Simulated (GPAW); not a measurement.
# Co4 Ru4 Co4 0001: which magnetic order is lowest

Aim: find out whether Co4 Ru4 Co4 0001 carries moments, and which collinear order costs least.

Main program and level: GPAW 26.7.0; PBE; plane waves with GPAW's PAW setups, scalar-relativistic.

### Step 1. The structure

The cell holds 12 atoms: 8 Co and 4 Ru. Its edges and angles: a = 2.706 Å, b = 2.706 Å, c = 32.831 Å, α = 90.0°, β = 90.0°, γ = 120.0°. ideal sites on the substrate's mesh, layer spacings from atomic volumes, unrelaxed, 12 A of vacuum. Vacuum lies along c.

### Step 2. Run 1 (ferro ++++++++)

The parallel start comes first: it fits the smallest cell, keeps the most symmetry and shows whether parallel moments form.

Input file order1.py:

```python
import json
import numpy as np
from ase import Atoms
from ase.parallel import paropen, parprint
from gpaw import GPAW

atoms = Atoms(['Co', 'Co', 'Co', 'Co', 'Ru', 'Ru', 'Ru', 'Ru', 'Co', 'Co', 'Co', 'Co'],
    cell=[[2.706, 0.0, 0.0],
         [-1.353, 2.343465, 0.0],
         [0.0, 0.0, 32.831311]],
    scaled_positions=[[0.0, 0.0, 0.182752],
         [0.333333, 0.666667, 0.236067],
         [0.0, 0.0, 0.289382],
         [0.333333, 0.666667, 0.342697],
         [0.0, 0.0, 0.402016],
         [0.333333, 0.666667, 0.467339],
         [0.0, 0.0, 0.532661],
         [0.333333, 0.666667, 0.597984],
         [0.0, 0.0, 0.657303],
         [0.333333, 0.666667, 0.710618],
         [0.0, 0.0, 0.763933],
         [0.333333, 0.666667, 0.817248]],
    pbc=True,
    magmoms=[1.8, 1.8, 1.8, 1.8, 0.0, 0.0, 0.0, 0.0, 1.8, 1.8, 1.8, 1.8])
atoms.calc = GPAW(mode={'name': 'pw', 'ecut': 450},
    xc='PBE',
    kpts={'size': (20, 20, 1), 'gamma': True},
    occupations={'name': 'fermi-dirac', 'width': 0.05},
    convergence={'density': 1e-05, 'energy': 1e-05},
    maxiter=200,
    mixer={'name': 'pulay', 'beta': 0.03, 'nmaxold': 8, 'weight': 100},
    symmetry={'tolerance': 1e-4},
    txt='order1.txt')
e = atoms.get_potential_energy(force_consistent=True)
res = {'free_energy': e, 'energy_sigma0': atoms.get_potential_energy(), 'fermi_energy': atoms.calc.get_fermi_level()}
res['moments'] = atoms.get_magnetic_moments().tolist()
res['total'] = atoms.get_magnetic_moment()
parprint('site moments (muB):', np.round(res['moments'], 3))
parprint(f"total moment: {res['total']:.3f} muB")
parprint(f'free energy: {e:.6f} eV')
atoms.calc.write('order1.gpw')
with paropen('results.json', 'w') as f:
    json.dump(res, f)
```

Command:

```sh
> OMP_NUM_THREADS=1 mpirun -n 4 gpaw python order1.py > order1.log
```

The next run changes these lines of the input before it:

```diff
@@ -23,3 +23,3 @@
     pbc=True,
-    magmoms=[1.8, 1.8, 1.8, 1.8, 0.0, 0.0, 0.0, 0.0, 1.8, 1.8, 1.8, 1.8])
+    magmoms=[1.8, 1.8, 1.8, 1.8, 0.0, 0.0, 0.0, 0.0, -1.8, -1.8, -1.8, -1.8])
 atoms.calc = GPAW(mode={'name': 'pw', 'ecut': 450},
@@ -32,3 +32,3 @@
     symmetry={'tolerance': 1e-4},
-    txt='order1.txt')
+    txt='order2.txt')
 e = atoms.get_potential_energy(force_consistent=True)
@@ -40,3 +40,3 @@
 parprint(f'free energy: {e:.6f} eV')
-atoms.calc.write('order1.gpw')
+atoms.calc.write('order2.gpw')
 with paropen('results.json', 'w') as f:
```

What does the calculation give for the largest site moment?

Opposed moments of equal size cancel, so the cell has no net moment. Symmetry leaves 6 kinds of site among the 12 atoms, and equivalent atoms carry values of equal size. The lowest state found is antiferromagnetic, reached from the start antiferro ++++----, with moments up to 1.83 μB.

* lowest state found: antiferromagnetic (started as antiferro ++++----)
* largest site moment: 1.83 μB
* next state: ferromagnetic, 2.01 meV a seeded atom higher

The two lowest states lie so close that the mesh, the functional or spin–orbit coupling could swap them. This is the lowest of 2 finished starts, no proof of the ground state.

[Logs and program files are shortened in this print: banners, set-up blocks, solver, clock and traceback lines can be left out without a mark of their own.]

[Logs are printed without paths, hosts, clocks, repeated set-up lines and the standing remarks that a program may print on its own settings, such as how far it seeks lower states.]

[Hosts, paths, dates, database ids (printed as entryN), source tags and the programs' standing remarks are cut or masked in the printed files.]

[Where a cell is said to come from a database of computed structures, the database is the Materials Project.]
